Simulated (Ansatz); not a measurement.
# Grüneisen parameters and expansion of TiCo (Pm-3m)

Aim: how the vibrations of TiCo shift with volume, and the expansion that follows. The starting cell is a computed one from a database.

Calculated with Ansatz 0.2.0; DFT PBE, scalar-relativistic, plane waves, PAW.

Report form: the programs' logs are mostly left out.

### Step 1. The structure

It takes space group Pm-3m (No. 221, cubic). The conventional cell has a = 2.986 Å, b = 2.986 Å, c = 2.986 Å, α = 90.00°, β = 90.00°, γ = 90.00°. Nearest to Ti lie 8 Co at 2.59 Å. Nearest to Co lie 8 Ti at 2.59 Å. Farther neighbours are not listed.

### Step 2. Probe on a coarse mesh

Before spending time, one coarse run tells the gap and the pressure of the starting cell.

The input, input.yaml:

```yaml
crystal:
  lattice:
    - [2.98611099, 0.0, 0.0]
    - [0.0, 2.98611099, 0.0]
    - [0.0, 0.0, 2.98611099]
  atoms:
    - { symbol: Ti, position: [0.0, 0.0, 0.0], spin: -1.0 }
    - { symbol: Co, position: [0.5, 0.5, 0.5], spin: 3.0 }
kpoints:
  mp_grid: { grid: [6, 6, 6] }
hamiltonian:
  xc: pbe
scf:
  occupations: { method: gaussian, width: 0.1 }
  lower_state_search: "off"
output:
  forces: true
  stress: true
  eigenvalues: true
  populations: true
magnetization:
  spin_polarized: true
```

Run with:

```sh
$ ansatz run input.yaml --threads 8 --pin off --max-ram 16384MiB --backend cpu --events-out ev --progress --plain --runs-dir out
```

It took 0.94 s on 8 threads of Arm Neoverse V1, shared host; peak memory 0.33 GiB; 4.7 s of CPU time.

Numbers from this step:

| Property | Result |
| --- | --- |
| magnetization | 0.3904 μB |
| absolute magnetization | 0.6994 μB |
| site moments | -0.08606, 0.5432 μB |
| pressure | -1.883 GPa |
| volume per atom | 13.31 Å³/atom |
| gap on the k-mesh | 0 eV |

Site moment by atom:

```csv
atom,site moment (μB)
Ti1,-0.086
Co2,0.543
```

The start is under -1.9 GPa at this level and looks like a metal on this mesh.

### Step 3. Finding the static equilibrium

Phonons are second derivatives about a minimum, so cell and atoms are relaxed first, inside the symmetry of the start.

input.yaml, the sections that differ from step 2:

```yaml
crystal:
  lattice:
    - [2.98611099, 0.0, 0.0]
    - [0.0, 2.98611099, 0.0]
    - [0.0, 0.0, 2.98611099]
  atoms:
    - { symbol: Ti, position: [0.0, 0.0, 0.0] }
    - { symbol: Co, position: [0.5, 0.5, 0.5], spin: 0.6 }
kpoints:
  mp_grid: { grid: [14, 14, 14] }
output:
  forces: true
  stress: true
  eigenvalues: true
  populations: true
  write_density: true
  write_potential: true
  elf: true
  volumetric_format: npy
relax:
  adjacent_minimum: "off"
  f_tol: 0.005
  max_steps: 80
  cell: { stress_tol: 0.05 }
# hamiltonian, scf, magnetization: as in step 2
```

Run time: 4.9 s. Hardware: 8 threads; peak memory 0.45 GiB; 33 s of CPU time.

Little changed from the start: no atom moved by 0.005 Å and no cell edge by 0.1 %.

This step gave:

| Property | Result |
| --- | --- |
| magnetization | 0.8867 μB |
| absolute magnetization | 1.111 μB |
| site moments | -0.03231, 0.9889 μB |
| pressure | -0.005040 GPa |

Site moment by atom:

```csv
atom,site moment (μB)
Ti1,-0.032
Co2,0.989
```

Spin density in the ac plane at fractional y = 0.000, with atoms of Ti within 0.2 Å of it.

Ten even steps from '_' (-2.46 × 1e-2 e/Å³) to '@' (0.00 × 1e-2 e/Å³):
```
==++++--==++++++++++++==--++++
::++@@@@##****++++****##@@@@++
__--@@@@%%##********##%%@@@@--
::==##%%##************##%%##==
++++**##******++++******##**++
++++********++====++********++
++++++****++==----==++****++++
++++++****++==----==++****++++
++++********++====++********++
++++**##******++++******##**++
::==##%%##************##%%##==
__--@@@@%%##********##%%@@@@--
::++@@@@##****++++****##@@@@++
==++++--==++++++++++++==--++++
++==::__::++++++++++++::__::==
```
Columns run along a (3.0 Å), rows up along c (3.0 Å). Atoms in or near the plane, at fractional coordinates: Ti at (0.00, 0.00).

ELF of down spins in the ac plane at fractional y = 0.000, with atoms of Ti within 0.2 Å of it. It is the smooth field of the valence electrons, not physical close to the nuclei.

Ten even steps from '0' (0.00) to '9' (0.65):
```
148951244215984
789831355313898
998422466422489
553223677632235
111236788763211
123467888876432
345678888887654
345678888887654
123467888876432
111236788763211
553223677632235
998422466422489
789831355313898
148951244215984
017951133115971
```
Columns run along a (3.0 Å), rows up along c (3.0 Å). Atoms in or near the plane, at fractional coordinates: Ti at (0.00, 0.00).

ELF in the ac plane at fractional y = 0.000, with atoms of Ti within 0.2 Å of it. It is the smooth field of the valence electrons, not physical close to the nuclei.

Values, 15 rows by 15 columns:
```
0.08 0.26 0.57 0.61 0.32 0.10 0.13 0.24 0.24 0.13 0.10 0.32 0.61 0.57 0.26
0.48 0.57 0.65 0.53 0.23 0.10 0.18 0.31 0.31 0.18 0.10 0.23 0.53 0.65 0.57
0.63 0.61 0.53 0.31 0.14 0.14 0.27 0.39 0.39 0.27 0.14 0.14 0.31 0.53 0.61
0.36 0.32 0.23 0.14 0.14 0.24 0.38 0.45 0.45 0.38 0.24 0.14 0.14 0.23 0.32
0.10 0.10 0.10 0.14 0.24 0.36 0.44 0.48 0.48 0.44 0.36 0.24 0.14 0.10 0.10
0.11 0.13 0.18 0.27 0.38 0.44 0.47 0.48 0.48 0.47 0.44 0.38 0.27 0.18 0.13
0.21 0.24 0.31 0.39 0.45 0.48 0.48 0.47 0.47 0.48 0.48 0.45 0.39 0.31 0.24
0.21 0.24 0.31 0.39 0.45 0.48 0.48 0.47 0.47 0.48 0.48 0.45 0.39 0.31 0.24
0.11 0.13 0.18 0.27 0.38 0.44 0.47 0.48 0.48 0.47 0.44 0.38 0.27 0.18 0.13
0.10 0.10 0.10 0.14 0.24 0.36 0.44 0.48 0.48 0.44 0.36 0.24 0.14 0.10 0.10
0.36 0.32 0.23 0.14 0.14 0.24 0.38 0.45 0.45 0.38 0.24 0.14 0.14 0.23 0.32
0.63 0.61 0.53 0.31 0.14 0.14 0.27 0.39 0.39 0.27 0.14 0.14 0.31 0.53 0.61
0.48 0.57 0.65 0.53 0.23 0.10 0.18 0.31 0.31 0.18 0.10 0.23 0.53 0.65 0.57
0.08 0.26 0.57 0.61 0.32 0.10 0.13 0.24 0.24 0.13 0.10 0.32 0.61 0.57 0.26
0.00 0.08 0.48 0.63 0.36 0.10 0.11 0.21 0.21 0.11 0.10 0.36 0.63 0.48 0.08
```
Columns run along a (3.0 Å), rows up along c (3.0 Å). Atoms in or near the plane, at fractional coordinates: Ti at (0.00, 0.00).

### Step 4. Tight relaxation

The thresholds are tightened for a last relaxation ahead of the phonons, and where mesh or smearing change with them the cell follows.

The input, input.yaml:

```yaml
crystal:
  lattice:
    - [2.9855839457, 0.0, 0.0]
    - [0.0, 2.9855839457, 0.0]
    - [0.0, 0.0, 2.9855839457]
  atoms:
    - { symbol: Ti, position: [0.0, 0.0, 0.0] }
    - { symbol: Co, position: [0.5, 0.5, 0.5], spin: 1.09 }
kpoints:
  mp_grid: { grid: [16, 16, 16] }
hamiltonian:
  xc: pbe
scf:
  occupations: { method: gaussian, width: 0.15 }
  lower_state_search: "off"
output:
  forces: true
  stress: true
  eigenvalues: true
  populations: true
magnetization:
  spin_polarized: true
relax:
  adjacent_minimum: "off"
  f_tol: 0.001
  max_steps: 60
  cell: { stress_tol: 0.01 }
```

Wall time 6.2 s (8 threads); peak memory 0.49 GiB.

Little changed from the start: no atom moved by 0.005 Å and no cell edge by 0.1 %.

Numbers from this step:

- magnetization: 0.8700 μB
- absolute magnetization: 1.100 μB
- site moments: -0.03525, 0.9764 μB
- pressure: -0.001010 GPa
- volume per atom: 13.30 Å³/atom

The residual pressure is -0.0010 GPa, small enough for phonons.

### Step 5. Phonons, V/V0 1

Phonons at this volume give one point of F(V, T); meshes stay fixed along the series.

input.yaml, the sections that differ from step 4:

```yaml
crystal:
  lattice:
    - [2.9854662065, 0.0, 0.0]
    - [0.0, 2.9854662065, 0.0]
    - [0.0, 0.0, 2.9854662065]
  atoms:
    - { symbol: Ti, position: [0.0, 0.0, 0.0] }
    - { symbol: Co, position: [0.5, 0.5, 0.5], spin: 1.07 }
output:
  eigenvalues: true
  populations: true
phonons:
  method: dfpt
  qmesh: [4, 4, 4]
  temperatures: { t_max: 1000, t_step: 50 }
  qpath:
    path:
      - [[0.0, 0.0, 0.0], [0.0, 0.5, 0.0], [0.5, 0.5, 0.0], [0.0, 0.0, 0.0], [0.5, 0.5, 0.5], [0.0, 0.5, 0.0]]
      - [[0.5, 0.5, 0.5], [0.5, 0.5, 0.0]]
    npoints: 10
# kpoints, hamiltonian, scf, magnetization: as in step 4
# relax: removed
```

Run time: 8.6 min. Hardware: 8 threads; peak memory 6.3 GiB.

Numbers from this step:

```
Γ frequencies                            : 0, 0, 0, 227.5, 227.5, 227.5 cm⁻¹ (negative: imaginary)
lowest frequency on the path             : 0 cm⁻¹
zero-point energy                        : 0.07075 eV/cell
point group                              : m-3m
highest frequency                        : 329.4 cm⁻¹
Debye temperature from the second moment : 369 K
```

No LO-TO term. Phonon branches along the path, in cm⁻¹:

```csv
point,branch 1,branch 2,branch 3,branch 4,branch 5,branch 6
Γ,0,0,0,228,228,228
halfway,87,87,141,213,213,255
X,161,161,168,168,184,329
halfway,148,153,162,166,234,304
M,146,146,160,165,279,279
halfway,107,116,165,199,240,243
Γ,0,0,0,228,228,228
halfway,135,135,162,236,236,238
R,178,178,178,271,271,271
halfway,144,156,170,214,230,288
X,161,161,168,168,184,329
jump to R,178,178,178,271,271,271
halfway,163,163,169,212,275,275
M,146,146,160,165,279,279
```

Tetrahedra on 24 24 24, mean over bins of 5 cm⁻¹. The phonon density of states by wavenumber; read off at these points:

```csv
wavenumber (cm⁻¹),phonon density of states (1/cm⁻¹/cell)
2,0
12,1.0e-4
28,6.5e-4
38,0.00114
48,0.00179
58,0.00254
72,0.00394
82,0.00514
92,0.00667
102,0.00866
118,0.0134
128,0.0192
138,0.0354
152,0.0589
162,0.0924
172,0.0369
182,0.0149
198,0.0213
208,0.0274
218,0.0293
222,0.0331
232,0.0228
242,0.0208
252,0.0206
262,0.0227
272,0.0339
278,0.0317
288,0.0141
298,0.00875
308,0.00576
322,0.00241
332,0
```

Harmonic. Thermo, by row:

```csv
T (K),F_vib (meV/atom),S (J/mol-atom/K),C_V (J/mol-atom/K)
0,35.37,0,0
50,35.18,1.556,4.551
100,32.84,7.867,14.03
150,26.99,14.6,18.88
200,17.88,20.38,21.21
250,6.02,25.26,22.44
300,-8.18,29.42,23.16
350,-24.38,33.03,23.61
400,-42.34,36.2,23.92
450,-61.84,39.03,24.13
500,-82.74,41.58,24.28
550,-104.9,43.9,24.39
600,-128.2,46.03,24.48
650,-152.6,47.99,24.55
700,-177.9,49.81,24.6
750,-204.2,51.51,24.64
800,-231.3,53.1,24.68
850,-259.2,54.6,24.71
900,-287.9,56.01,24.73
950,-317.2,57.35,24.75
1000,-347.3,58.62,24.77
```

The modes has structure finer than the step of the table below, so its rows give means over 20 cm⁻¹, whole bins alone (the curve runs from -10 to 348 cm⁻¹). Peaks (cm⁻¹: height): Co 163.4: 0.0798; Ti 145.4: 0.0121, 222.0: 0.0266, 237.7: 0.0224, 273.8: 0.0325.

Phonopy on the run's constants, 19x19x19 mesh, Gaussian sigma 2.6 cm⁻¹. Modes against wavenumber; means over each step; values in 1/cm⁻¹/cell:

```csv
wavenumber (cm⁻¹),Co,Ti
0,1.0e-5,9.0e-6
20,2.1e-4,1.7e-4
40,7.1e-4,5.5e-4
60,0.00160,0.00119
80,0.00282,0.00198
100,0.00513,0.00326
120,0.00993,0.00533
140,0.0280,0.0105
160,0.0630,0.00878
180,0.0147,0.00915
200,0.00839,0.0147
220,0.00856,0.0209
240,0.00353,0.0177
260,0.00185,0.0214
280,0.00131,0.0232
300,2.3e-4,0.00810
320,2.9e-5,0.00302
```

No LO-TO term. Modes at Γ, with each element's share of the kinetic energy:

```csv
mode,frequency (cm⁻¹),symmetry,Ti %,Co %
1,0.0,T1u,45,55
2,0.0,T1u,45,55
3,0.0,T1u,45,55
4,227.5,T1u,55,45
5,227.5,T1u,55,45
6,227.5,T1u,55,45
```

Displacements in mode 5 (227.5 cm⁻¹), the largest set to 1:
```
Ti1  0.29  1.00  0.10
Co2 -0.24 -0.81 -0.08
```

No mode is imaginary beyond numerical noise at the solved wavevectors.

### Step 6. Single point at a scaled cell, V/V0 1.015

Symmetry fixes every atom, so a single point at the scaled cell gives the energy and pressure of this member.

The cell differs from the one that the last finished run ended in (a 2.985 → 3.000 Å, b 2.985 → 3.000 Å, c 2.985 → 3.000 Å).

input.yaml, the sections that differ from step 5:

```yaml
crystal:
  lattice:
    - [3.0003195167, 0.0, 0.0]
    - [0.0, 3.0003195167, 0.0]
    - [0.0, 0.0, 3.0003195167]
  atoms:
    - { symbol: Ti, position: [0.0, 0.0, 0.0] }
    - { symbol: Co, position: [0.5, 0.5, 0.5], spin: 1.07 }
output:
  forces: true
  stress: true
  eigenvalues: true
  populations: true
# kpoints, hamiltonian, scf, magnetization: as in step 5
# phonons: removed
```

Wall time 3.8 s (8 threads); peak memory 0.48 GiB.

Numbers from this step:

| Item | Value |
| --- | --- |
| magnetization | 0.8791 μB |
| absolute magnetization | 1.138 μB |
| site moments | -0.04615, 1.003 μB |
| pressure | -2.399 GPa |
| volume per atom | 13.50 Å³/atom |

The cell carries a net spin moment of 0.88 μB and an absolute one of 1.14 μB.

### Step 7. Lattice dynamics at this volume, V/V0 1.015

The same q-mesh and k-mesh are kept at every volume, so that much of their error can cancel in the differences.

input.yaml, the sections that differ from step 6:

```yaml
crystal:
  lattice:
    - [3.0003195167, 0.0, 0.0]
    - [0.0, 3.0003195167, 0.0]
    - [0.0, 0.0, 3.0003195167]
  atoms:
    - { symbol: Ti, position: [0.0, 0.0, 0.0] }
    - { symbol: Co, position: [0.5, 0.5, 0.5], spin: 1.1 }
output:
  eigenvalues: true
  populations: true
phonons:
  method: dfpt
  qmesh: [4, 4, 4]
  temperatures: { t_max: 1000, t_step: 50 }
  qpath:
    path:
      - [[0.0, 0.0, 0.0], [0.0, 0.5, 0.0], [0.5, 0.5, 0.0], [0.0, 0.0, 0.0], [0.5, 0.5, 0.5], [0.0, 0.5, 0.0]]
      - [[0.5, 0.5, 0.5], [0.5, 0.5, 0.0]]
    npoints: 10
# kpoints, hamiltonian, scf, magnetization: as in step 6
```

Run time: 10 min. Hardware: 8 threads; peak memory 6.4 GiB; 78 min of CPU time.

No mode is imaginary beyond numerical noise at the solved wavevectors. The highest zone-centre mode (no LO–TO term) moved by -2.9 % for a volume change of +1.5 %.

### Step 8. A cell at another volume, V/V0 0.985

The cell differs from the one that the last finished run ended in (a 3.000 → 2.970 Å, b 3.000 → 2.970 Å, c 3.000 → 2.970 Å).

input.yaml, the sections that differ from step 7:

```yaml
crystal:
  lattice:
    - [2.9704636106, 0.0, 0.0]
    - [0.0, 2.9704636106, 0.0]
    - [0.0, 0.0, 2.9704636106]
  atoms:
    - { symbol: Ti, position: [0.0, 0.0, 0.0] }
    - { symbol: Co, position: [0.5, 0.5, 0.5], spin: 1.07 }
output:
  forces: true
  stress: true
  eigenvalues: true
  populations: true
# kpoints, hamiltonian, scf, magnetization: as in step 7
# phonons: removed
```

It took 3.1 s on 8 threads; peak memory 0.47 GiB; 21 s of CPU time.

The cell carries a net spin moment of 0.86 μB and an absolute one of 1.06 μB.

### Step 9. Phonons, V/V0 0.985

input.yaml, the sections that differ from step 8:

```yaml
crystal:
  lattice:
    - [2.9704636106, 0.0, 0.0]
    - [0.0, 2.9704636106, 0.0]
    - [0.0, 0.0, 2.9704636106]
  atoms:
    - { symbol: Ti, position: [0.0, 0.0, 0.0] }
    - { symbol: Co, position: [0.5, 0.5, 0.5], spin: 1.04 }
output:
  eigenvalues: true
  populations: true
phonons:
  method: dfpt
  qmesh: [4, 4, 4]
  temperatures: { t_max: 1000, t_step: 50 }
  qpath:
    path:
      - [[0.0, 0.0, 0.0], [0.0, 0.5, 0.0], [0.5, 0.5, 0.0], [0.0, 0.0, 0.0], [0.5, 0.5, 0.5], [0.0, 0.5, 0.0]]
      - [[0.5, 0.5, 0.5], [0.5, 0.5, 0.0]]
    npoints: 10
# kpoints, hamiltonian, scf, magnetization: as in step 8
```

Elapsed: 8.5 min, on 8 threads; peak memory 6.3 GiB; 63 min of CPU time.

No LO-TO term. The phonon branches at the labelled points (cm⁻¹):

```csv
point,branch 1,branch 2,branch 3,branch 4,branch 5,branch 6
Γ,0,0,0,234,234,234
halfway,88,88,144,219,219,259
X,165,165,170,170,188,334
halfway,150,155,166,169,241,311
M,147,147,162,170,287,287
halfway,107,118,168,204,243,251
Γ,0,0,0,234,234,234
halfway,136,136,163,242,242,243
R,182,182,182,277,277,277
halfway,145,158,173,218,237,294
X,165,165,170,170,188,334
jump to R,182,182,182,277,277,277
halfway,166,166,172,217,282,282
M,147,147,162,170,287,287
```

No mode is imaginary beyond numerical noise at the solved wavevectors. The highest zone-centre mode (no LO–TO term) moved by +2.9 % for a volume change of -1.5 %.

### Step 10. Single point at a scaled cell, V/V0 1.03

The cell differs from the one that the last finished run ended in (a 2.970 → 3.015 Å, b 2.970 → 3.015 Å, c 2.970 → 3.015 Å).

input.yaml, the sections that differ from step 9:

```yaml
crystal:
  lattice:
    - [3.0150272004, 0.0, 0.0]
    - [0.0, 3.0150272004, 0.0]
    - [0.0, 0.0, 3.0150272004]
  atoms:
    - { symbol: Ti, position: [0.0, 0.0, 0.0] }
    - { symbol: Co, position: [0.5, 0.5, 0.5], spin: 1.07 }
output:
  forces: true
  stress: true
  eigenvalues: true
  populations: true
# kpoints, hamiltonian, scf, magnetization: as in step 9
# phonons: removed
```

Wall time 3.7 s (8 threads); peak memory 0.48 GiB; 26 s of CPU time.

The cell carries a net spin moment of 0.89 μB and an absolute one of 1.18 μB.

### Step 11. Phonons, V/V0 1.03

input.yaml, the sections that differ from step 10:

```yaml
crystal:
  lattice:
    - [3.0150272004, 0.0, 0.0]
    - [0.0, 3.0150272004, 0.0]
    - [0.0, 0.0, 3.0150272004]
  atoms:
    - { symbol: Ti, position: [0.0, 0.0, 0.0] }
    - { symbol: Co, position: [0.5, 0.5, 0.5], spin: 1.13 }
output:
  eigenvalues: true
  populations: true
phonons:
  method: dfpt
  qmesh: [4, 4, 4]
  temperatures: { t_max: 1000, t_step: 50 }
  qpath:
    path:
      - [[0.0, 0.0, 0.0], [0.0, 0.5, 0.0], [0.5, 0.5, 0.0], [0.0, 0.0, 0.0], [0.5, 0.5, 0.5], [0.0, 0.5, 0.0]]
      - [[0.5, 0.5, 0.5], [0.5, 0.5, 0.0]]
    npoints: 10
# kpoints, hamiltonian, scf, magnetization: as in step 10
```

Run time: 10 min. Hardware: 8 threads; peak memory 6.5 GiB.

No mode is imaginary beyond numerical noise at the solved wavevectors. The highest zone-centre mode (no LO–TO term) moved by -5.7 % for a volume change of +3.0 %.

### Step 12. Single point at a scaled cell, V/V0 0.97

The cell differs from the one that the last finished run ended in (a 3.015 → 2.955 Å, b 3.015 → 2.955 Å, c 3.015 → 2.955 Å).

input.yaml, the sections that differ from step 11:

```yaml
crystal:
  lattice:
    - [2.9553079203, 0.0, 0.0]
    - [0.0, 2.9553079203, 0.0]
    - [0.0, 0.0, 2.9553079203]
  atoms:
    - { symbol: Ti, position: [0.0, 0.0, 0.0] }
    - { symbol: Co, position: [0.5, 0.5, 0.5], spin: 1.07 }
output:
  forces: true
  stress: true
  eigenvalues: true
  populations: true
# kpoints, hamiltonian, scf, magnetization: as in step 11
# phonons: removed
```

Run time: 3.4 s. Hardware: 8 threads; peak memory 0.47 GiB.

The cell carries a net spin moment of 0.84 μB and an absolute one of 1.02 μB.

### Step 13. Phonons, V/V0 0.97

input.yaml, the sections that differ from step 12:

```yaml
crystal:
  lattice:
    - [2.9553079203, 0.0, 0.0]
    - [0.0, 2.9553079203, 0.0]
    - [0.0, 0.0, 2.9553079203]
  atoms:
    - { symbol: Ti, position: [0.0, 0.0, 0.0] }
    - { symbol: Co, position: [0.5, 0.5, 0.5], spin: 1.01 }
output:
  eigenvalues: true
  populations: true
phonons:
  method: dfpt
  qmesh: [4, 4, 4]
  temperatures: { t_max: 1000, t_step: 50 }
  qpath:
    path:
      - [[0.0, 0.0, 0.0], [0.0, 0.5, 0.0], [0.5, 0.5, 0.0], [0.0, 0.0, 0.0], [0.5, 0.5, 0.5], [0.0, 0.5, 0.0]]
      - [[0.5, 0.5, 0.5], [0.5, 0.5, 0.0]]
    npoints: 10
# kpoints, hamiltonian, scf, magnetization: as in step 12
```

Wall time 8.5 min (8 threads); peak memory 6.2 GiB; 63 min of CPU time.

No mode is imaginary beyond numerical noise at the solved wavevectors. The highest zone-centre mode (no LO–TO term) moved by +5.8 % for a volume change of -3.0 %.

### Step 14. A cell at another volume, V/V0 1.05

The cell differs from the one that the last finished run ended in (a 2.955 → 3.034 Å, b 2.955 → 3.034 Å, c 2.955 → 3.034 Å).

input.yaml, the sections that differ from step 13:

```yaml
crystal:
  lattice:
    - [3.0344169757, 0.0, 0.0]
    - [0.0, 3.0344169757, 0.0]
    - [0.0, 0.0, 3.0344169757]
  atoms:
    - { symbol: Ti, position: [0.0, 0.0, 0.0] }
    - { symbol: Co, position: [0.5, 0.5, 0.5], spin: 1.07 }
output:
  forces: true
  stress: true
  eigenvalues: true
  populations: true
# kpoints, hamiltonian, scf, magnetization: as in step 13
# phonons: removed
```

The job ended after 3.3 s (8 threads; peak memory 0.48 GiB; 23 s of CPU time).

The cell carries a net spin moment of 0.89 μB and an absolute one of 1.23 μB.

(Continued in part 2 of 2.)

[Logs are printed without paths, hosts, clocks, repeated set-up lines and the standing remarks that a program may print on its own settings, such as how far it seeks lower states.]

[Hosts, paths, dates, database ids (printed as entryN), source tags and the programs' standing remarks are cut or masked in the printed files.]

[A step with changed settings may run another functional than the one named; its input shows which.]

[Of the runs on displaced cells, only some may be shown.]
